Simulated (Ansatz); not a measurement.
# G0W0 on several functionals: VBiO4 (Dreyerite)

One-shot GW is not self-consistent; how far does the start matter for VBiO4 (Dreyerite)?

Calculated with Ansatz 0.2.0; G0W0 on several functionals, plane waves, PAW.

### Step 1. Set-up

The structure is tetragonal, space group I4_1/amd (No. 141). Conventional cell: a = 7.303 Å, b = 7.303 Å, c = 6.584 Å, α = 90.00°, β = 90.00°, γ = 90.00°. V has 4 O at 1.72 Å nearest. Nearest to Bi lie 8 O at 2.39 to 2.56 Å. Nearest to O lie 1 V at 1.72 Å and 2 Bi at 2.39 to 2.56 Å. Farther neighbours and most contacts between anions are not listed.

Geometry: measured cell, ions relaxed with r2SCAN. The runs that relaxed it are not among those shown. Spin-orbit coupling is left out unless a step names it.

### Step 2. G0W0 on r2SCAN

Now the one-shot GW correction: screening in the RPA, then the self-energy of the levels asked for. This step takes PAW set soft_1 files.

This step: G0W0 on r2SCAN, plane waves, PAW; PAW set soft_1.

Contents of input.yaml:

```yaml
crystal:
  lattice:
    - [-3.6515, 3.6515, 3.292]
    - [3.6515, -3.6515, 3.292]
    - [3.6515, 3.6515, -3.292]
  atoms:
    - { symbol: V, position: [0.5, 0.5, 0.0] }
    - { symbol: V, position: [0.25, 0.75, 0.5] }
    - { symbol: Bi, position: [0.75, 0.25, 0.5] }
    - { symbol: Bi, position: [0.0, 0.0, 0.0] }
    - { symbol: O, position: [0.152062534, 0.3328889632, 0.8191735708] }
    - { symbol: O, position: [0.0828889632, 0.7637153925, 0.6808264292] }
    - { symbol: O, position: [0.5137153925, 0.3328889632, 0.1808264292] }
    - { symbol: O, position: [0.0828889632, 0.402062534, 0.3191735708] }
    - { symbol: O, position: [0.597937466, 0.9171110368, 0.6808264292] }
    - { symbol: O, position: [0.6671110368, 0.847937466, 0.1808264292] }
    - { symbol: O, position: [0.2362846075, 0.9171110368, 0.3191735708] }
    - { symbol: O, position: [0.6671110368, 0.4862846075, 0.8191735708] }
kpoints:
  mp_grid: { grid: [4, 4, 4] }
hamiltonian:
  xc: r2scan
  pseudopotentials: { kind: paw, azcp: { folder: soft_1 } }
scf:
  occupations: { method: fixed }
gw:
  n_empty_bands: 962
  ecut_chi: 180.0
  qp_bands: [v4, c4]
  qp_kpoints: band_edges
  screening: { model: contour_deformation }
```

Launch:

```sh
$ ansatz run input.yaml --threads 3 --pin off --max-ram 92160MiB --backend cuda --events-out ev --progress --plain --runs-dir out --devices 1 --max-vram 13GiB
```

Numbers of over 12 decimals in the logs are rounded to 6 here.

Log:

```text
GPUs: using 1 of 1 available (devices: 1).
Engine: ansatz 0.2.0, x86_64-unknown-linux-gnu
Pseudopotentials: kind: paw
Pseudopotential: V, paw, valence charge 13, recommended cutoff 500 eV (meta_gga), soft_1/V.paw.azcp
Pseudopotential: Bi, paw, valence charge 15, recommended cutoff 500 eV (meta_gga), soft_1/Bi.paw.azcp
Pseudopotential: O, paw, valence charge 6, recommended cutoff 500 eV (meta_gga), soft_1/O.paw.azcp
Functional definition: r2SCAN
  parameter k0 = 0.174
  parameter k1 = 0.065
  parameter a1 = 4.9479
  exchange = r2scan_x(k0 = k0, k1 = k1, a1 = a1)
  correlation = r2scan_c
device memory: the entry about to start is reckoned to put 3.5 GiB on a device that reports 59.1 GiB free (of which the cap on the GPU budget leaves the run 13.0 GiB)
GPU FFT provider: cuFFT
GPU libraries: cuBLAS 13.8.2, cuFFT 12.4.0, cuSOLVER 12.3.4
Crystal: 12 atoms, lattice volume = 175.575 Å³
Basis set: ecut = 500 eV, 4449 PW (Γ), exchange–correlation on 180×180×180 points (64 copies of the dense FFT grid, shifted against one another)
Bands: 64, of which v1, the nominal top of the filled ones, is band 52 counted from 1 (51 counted from 0)
Symmetry: 16 space group operations
Space group: I41/amd (ITA 141), of the structure as read, at distance tolerance 5.6e-5 Å
k-points: 13 of 64
Non-local potential: V, projectors of the file, l = 0: 3, l = 1: 2, l = 2: 3, l = 3: 1
Non-local potential: Bi, projectors of the file, l = 0: 2, l = 1: 2, l = 2: 2, l = 3: 1
Non-local potential: O, projectors of the file, l = 0: 2, l = 1: 2, l = 2: 1
PAW form: soft (Blöchl's): semilocal exchange-correlation on the pseudo side does not see the compensation charge
PAW frozen core: V, regenerated for the run's functional (the file was generated under x = pbe(κ = 0.804, μ = 0.219515), c = pbe(β = 0.066725))
PAW frozen core: Bi, regenerated for the run's functional (the file was generated under x = pbe(κ = 0.804, μ = 0.219515), c = pbe(β = 0.066725))
PAW frozen core: O, regenerated for the run's functional (the file was generated under x = pbe(κ = 0.804, μ = 0.219515), c = pbe(β = 0.066725))
PAW one-centre angular grid: V, 590 points (default); XC on 160 Gauss nodes
PAW one-centre angular grid: Bi, 590 points (default); XC on 160 Gauss nodes
PAW one-centre angular grid: O, 302 points (default); XC on 160 Gauss nodes
Initial density: superposition of atomic densities (chi_scale 0.1, normalization cell, long waves kept (reshape's long-wave potential 0.01 eV rms))
Initial wavefunctions: pseudopotential atomic-orbital guess
GPU buffer pool allocated for 91125 grid points (all kernels)
GPU transforms: local potential and band sums: pruned to the plane-wave sphere, on 45×45×45
Functional: x = r2scan, c = r2scan; τ floored in thin density (d = 2e-4 eV/Å³)
SCF iter   1: F=—  HF=-35215.685630 eV  |F-HF|=—  |Δ(HF+E_count)|=         —  Δρ=6.67e-2  dr2=1.36e1  dr2_τ=9.56e-1  ethr=3.10e-3  ⟨swp⟩=4.1  Hψ=2590  notcnv=0  defer=104
preconditioner: auto → Resta (q_TF=auto, 2.500 Å⁻¹)  ε∞=4.4  [insulator: Δε(μ)=2.333 eV  Ē_g=14.202 eV  n_scr=46 (ndim 8)  ℏωp=26.3 eV  f_vac=0.026  ε∞_Penn≈4.4]
SCF iter   2: F=—  HF=-35214.112899 eV  |F-HF|=—  |Δ(HF+E_count)|=    1.57e0  Δρ=4.99e-2  dr2=4.20e0  dr2_τ=2.18e-1  ethr=3.10e-3  ⟨swp⟩=3.3  Hψ=1593  notcnv=0  defer=109
SCF iter   3: F=—  HF=-35214.324120 eV  |F-HF|=—  |Δ(HF+E_count)|=   2.11e-1  Δρ=4.64e-2  dr2=4.53e0  dr2_τ=3.41e-1  ethr=3.10e-3  ⟨swp⟩=2.1  Hψ=1670  notcnv=0  defer=98
SCF iter   4: F=—  HF=-35213.930057 eV  |F-HF|=—  |Δ(HF+E_count)|=   3.94e-1  Δρ=1.18e-2  dr2=1.52e-1  dr2_τ=1.22e-2  ethr=3.10e-3  ⟨swp⟩=2.1  Hψ=1084  notcnv=0  defer=88
SCF iter   5: F=—  HF=-35213.965710 eV  |F-HF|=—  |Δ(HF+E_count)|=   3.57e-2  Δρ=2.27e-3  dr2=5.93e-3  dr2_τ=6.91e-4  ethr=1.46e-4  ⟨swp⟩=2.0  Hψ=1347  notcnv=0  defer=97
SCF iter   6: F=—  HF=-35213.968821 eV  |F-HF|=—  |Δ(HF+E_count)|=   3.11e-3  Δρ=5.22e-4  dr2=5.53e-4  dr2_τ=2.66e-5  ethr=5.71e-6  ⟨swp⟩=2.0  Hψ=1111  notcnv=0  defer=130
SCF iter   7: F=—  HF=-35213.969006 eV  |F-HF|=—  |Δ(HF+E_count)|=   1.85e-4  Δρ=2.91e-4  dr2=2.01e-4  dr2_τ=6.74e-6  ethr=5.32e-7  ⟨swp⟩=2.3  Hψ=1194  notcnv=0  defer=130
SCF iter   8: F=—  HF=-35213.968993 eV  |F-HF|=—  |Δ(HF+E_count)|=   1.27e-5  Δρ=6.21e-5  dr2=9.74e-6  dr2_τ=9.70e-8  ethr=1.93e-7  ⟨swp⟩=1.9  Hψ=920  notcnv=0  defer=85
SCF iter   9: F=—  HF=-35213.968993 eV  |F-HF|=—  |Δ(HF+E_count)|=   2.01e-7  Δρ=8.48e-6  dr2=2.28e-7  dr2_τ=5.79e-9  ethr=9.36e-9  ⟨swp⟩=2.1  Hψ=1086  notcnv=0  defer=85
SCF iter  10: F=-35213.968993 eV  HF=-35213.968994 eV  |F-HF|=1.52e-8  |Δ(HF+E_count)|=   5.96e-8  Δρ=3.05e-6  dr2=2.40e-8  dr2_τ=6.37e-10  ethr=9.62e-11  ⟨swp⟩=9.8  Hψ=2926  notcnv=0
SCF 1 converged in 10 iterations: F = -35213.968993 eV  dr2 = 2.40e-8
  greatest PAW one-centre occupation: 1.000 electrons in one spin orbital (limit 2), on the V atom at site 1 (counted from 0), in its partial waves of l = 0
device memory: the entry about to start is reckoned to put 4.2 GiB (of the 4.3 GiB reckoned in all, the device holds 0.1 GiB already) on a device that reports 59.1 GiB free (of which the cap on the GPU budget leaves the run 12.9 GiB)
NSCF: frozen V_eff on 13 k-points
the band table was solved once the SCF had ended and its energy, with any forces and stress, was formed, with the checks that follow a solve (3070 applications of the Hamiltonian). They found nothing against the state; the energy, forces and stress were not computed again (output.eigenvalues in the input reference)
device memory: the entry about to start is reckoned to put 7.3 GiB on a device that reports 59.2 GiB free (of which the cap on the GPU budget leaves the run 13.0 GiB)
NSCF: frozen V_eff on 13 k-points
G₀W₀ screening: q 1/13
[... further progress lines ...]
device memory: the entry about to start is reckoned to put 0.8 GiB on a device that reports 51.6 GiB free (of which the cap on the GPU budget leaves the run 13.0 GiB)
NSCF: frozen V_eff on 1 k-points
SCF converged after 10 iterations
Free energy (F): -35213.968993 eV
Harris-Foulkes:  -35213.968994 eV  (|F-HF|=1.52e-8)
Internal energy: -35213.968993 eV  (E = F + TS)
E sigma→0 (E₀):  -35213.968993 eV
Fermi energy:    5.924880 eV
--- Per-component energies (eV) ---
  E_band       = -981.742708
  E_kinetic    = 2434.357332
  E_local      = -8949.325747  (includes V_loc(G=0)·N_el)
  E_nonlocal   = 1387.754711
  E_hartree    = 3429.648289
  E_xc         = -1073.740647
  E_vxc        = -1427.813967  (∫ρ·V_xc dr)
  E_paw        = -24945.858380  (= ΣΔE_a)
  E_vpaw       = -1380.207506  (= ΣTr[D̂ρ^β])
  E_aug_tail   = 0.003532  (compensation charges beyond the density's cutoff)
  E_vtau       = 94.201985  (kinetic-family band-sum trace: ∫τ·v_τ [+ j·A + Jᵃ·Aᵃ] dr)
  E_ewald      = -7497.771717
  E_core_change = 0.963634  (= ΣΔE_core)
  E_smearing   = -0.000000  (= −TS)
  E_closure    = -0.000000  (closes the sum)
  Σ components = -35213.968993   (vs F -35213.968993, Δ=0.00e0)
--- Band table (eV; the first three rows and the last of 13) ---
  k-point 0: bands = [... 48 lower, 5.2536, 5.4227, 5.4227, 5.6508, 9.4641, 9.9996, 10.0343, 10.0460, ... 8 higher]
  k-point 1: bands = [... 48 lower, 5.3157, 5.3186, 5.5302, 5.5813, 9.4882, 9.8638, 9.9878, 10.0902, ... 8 higher]
  k-point 2: bands = [... 48 lower, 5.3326, 5.3326, 5.5606, 5.5606, 9.6391, 9.6391, 9.9455, 9.9455, ... 8 higher]
  k-point 12: bands = [... 48 lower, 5.1690, 5.1690, 5.3966, 5.3966, 9.8044, 9.8044, 9.9154, 9.9154, ... 8 higher]
--- G₀W₀: contour deformation, 6 samples at zero and on the imaginary axis and 1 off it, 64 q-points, 962 empty bands' worth ---
  eigenvalues of the whole cell's RPA ε∞ on this k-mesh (on a slab, of 1 + 4πα/V) = 4.5103, 4.5103, 5.8366; static W/v taken at q = 0 is 0.203016
  gw.qp_kpoints: band_edges: 12 of 13 stored k-points solved, in 1 pass; an edge of the gap read off the rows below is read off those points alone
    valence top: of the k-points left out ik 12 came nearest to being solved in a further pass, in band 51 (counted from 1, as in the quasiparticle table): it holds the edge there only if its correction is more favourable than any solved in that band by at least 0.491 eV; those differ by 0.080 eV
    conduction bottom: of the k-points left out ik 12 came nearest to being solved in a further pass, in band 54 (counted from 1, as in the quasiparticle table): it holds the edge there only if its correction is more favourable than any solved in that band by at least 0.660 eV; those differ by 0.258 eV
    ik  band        ε_KS         Σx   Σc(E_QP)       V_xc       Z   E_QP_lin       E_QP  E_QP is
     0    49      5.2536   -25.2568     4.5693   -20.3869  0.7163     4.9512     4.9529  root
     0    50      5.4227   -25.5242     4.2955   -20.9902  0.7223     5.1832     5.1842  root
     0    51      5.4227   -25.5242     4.2955   -20.9902  0.7223     5.1832     5.1842  root
     0    52      5.6508   -25.6188     4.4680   -20.8814  0.7201     5.3800     5.3813  root
     0    53      9.4641   -15.8355    -6.4468   -23.4236  0.7171    10.6308    10.6055  root
     0    54      9.9996   -17.0825    -6.2612   -24.5626  0.7034    11.2506    11.2184  root
     0    55     10.0343   -16.8380    -6.4200   -24.4171  0.7030    11.2249    11.1934  root
     0    56     10.0460   -14.5535    -5.5954   -21.1195  0.7462    11.0321    11.0165  root
     1    49      5.3157   -25.3731     4.3011   -20.8233  0.7219     5.0658     5.0669  root
     1    50      5.3186   -24.7291     3.3927   -21.0409  0.7389     5.0217     5.0230  root
     1    51      5.5302   -25.4674     4.4718   -20.7158  0.7197     5.2490     5.2505  root
     1    52      5.5813   -25.1713     3.7663   -21.1685  0.7308     5.3439     5.3448  root
     1    53      9.4882   -15.7898    -6.2625   -23.1709  0.7208    10.6305    10.6068  root
     1    54      9.8638   -16.7114    -6.1789   -24.0402  0.7106    11.0416    11.0137  root
     1    55      9.9878   -16.9258    -6.3555   -24.4749  0.7038    11.2131    11.1814  root
     1    56     10.0902   -16.8000    -6.3267   -24.2476  0.7087    11.2398    11.2111  root
     2    49      5.3326   -25.2683     4.4973   -20.4789  0.7182     5.0389     5.0405  root
     2    50      5.3326   -25.2683     4.4973   -20.4789  0.7182     5.0389     5.0405  root
     2    51      5.5606   -24.8223     3.3193   -21.2582  0.7378     5.3148     5.3157  root
     2    52      5.5606   -24.8223     3.3193   -21.2582  0.7378     5.3148     5.3157  root
     2    53      9.6391   -16.1654    -6.0301   -23.3030  0.7199    10.7705    10.7467  root
     2    54      9.6391   -16.1654    -6.0301   -23.3030  0.7199    10.7705    10.7467  root
     2    55      9.9455   -16.7884    -6.4165   -24.3704  0.7059    11.1413    11.1110  root
     2    56      9.9455   -16.7884    -6.4165   -24.3704  0.7059    11.1413    11.1110  root
[...]
11    49      5.1809   -24.9932     4.4891   -20.1866  0.7175     4.8615     4.8634  root
    11    50      5.1809   -24.9932     4.4891   -20.1866  0.7175     4.8615     4.8634  root
    11    51      5.5293   -24.8319     3.2298   -21.3556  0.7392     5.2820     5.2829  root
    11    52      5.5293   -24.8319     3.2298   -21.3556  0.7392     5.2820     5.2829  root
    11    53      9.6490   -15.8989    -5.8753   -22.8318  0.7280    10.7273    10.7066  root
    11    54      9.6490   -15.8989    -5.8753   -22.8318  0.7280    10.7273    10.7066  root
    11    55      9.9024   -16.5138    -6.2558   -23.9213  0.7107    11.0821    11.0542  root
    11    56      9.9024   -16.5138    -6.2558   -23.9213  0.7107    11.0821    11.0542  root
```

Elapsed: 1.7 min, on 1 × NVIDIA H100 80GB HBM3 (shared by 6 runs) with 3 threads of AMD EPYC 7R13 (Zen 3), shared host; peak memory 4.1 GiB; 2.3 min of CPU time.

This step gave:

- bands summed: 1014
- RPA ε∞ on this mesh (eigenvalues): 4.510, 4.510, 5.837
- plane waves in the screening matrix: 951
- q-points in the mesh: 64
- G0W0 gap on the mesh: 4.444 eV
- k of the valence top: 0, -0.5, 0
- k of the conduction bottom: 0, -0.5, 0
- starting gap on the mesh: 3.169 eV
- Z at the valence top: 0.7480
- Z at the conduction bottom: 0.7334
- least direct G0W0 gap on the computed points: 4.444 eV

The gap on the mesh goes from 3.17 eV to 4.44 eV, a correction of +1.27 eV. Between the two edge states, bare exchange in place of the xc potential would open the gap by 10.45 eV, and correlation takes back 9.18 eV.

[end of part 1 of 2]

[Paths, hosts, dates, memory and timing lines, banners, echoed tables and standing remarks are left out of the program output.]

[Logs are printed without paths, hosts, clocks, repeated set-up lines and the standing remarks that a program may print on its own settings, such as how far it seeks lower states.]

[Runs of the session that timed out or met a known fault of the program may be left out.]

[Cells called generated may have been cut or substituted from an entry of the Crystallography Open Database or the Materials Project.]

[Hosts, paths, dates, database ids (printed as entryN), source tags and the programs' standing remarks are cut or masked in the printed files.]
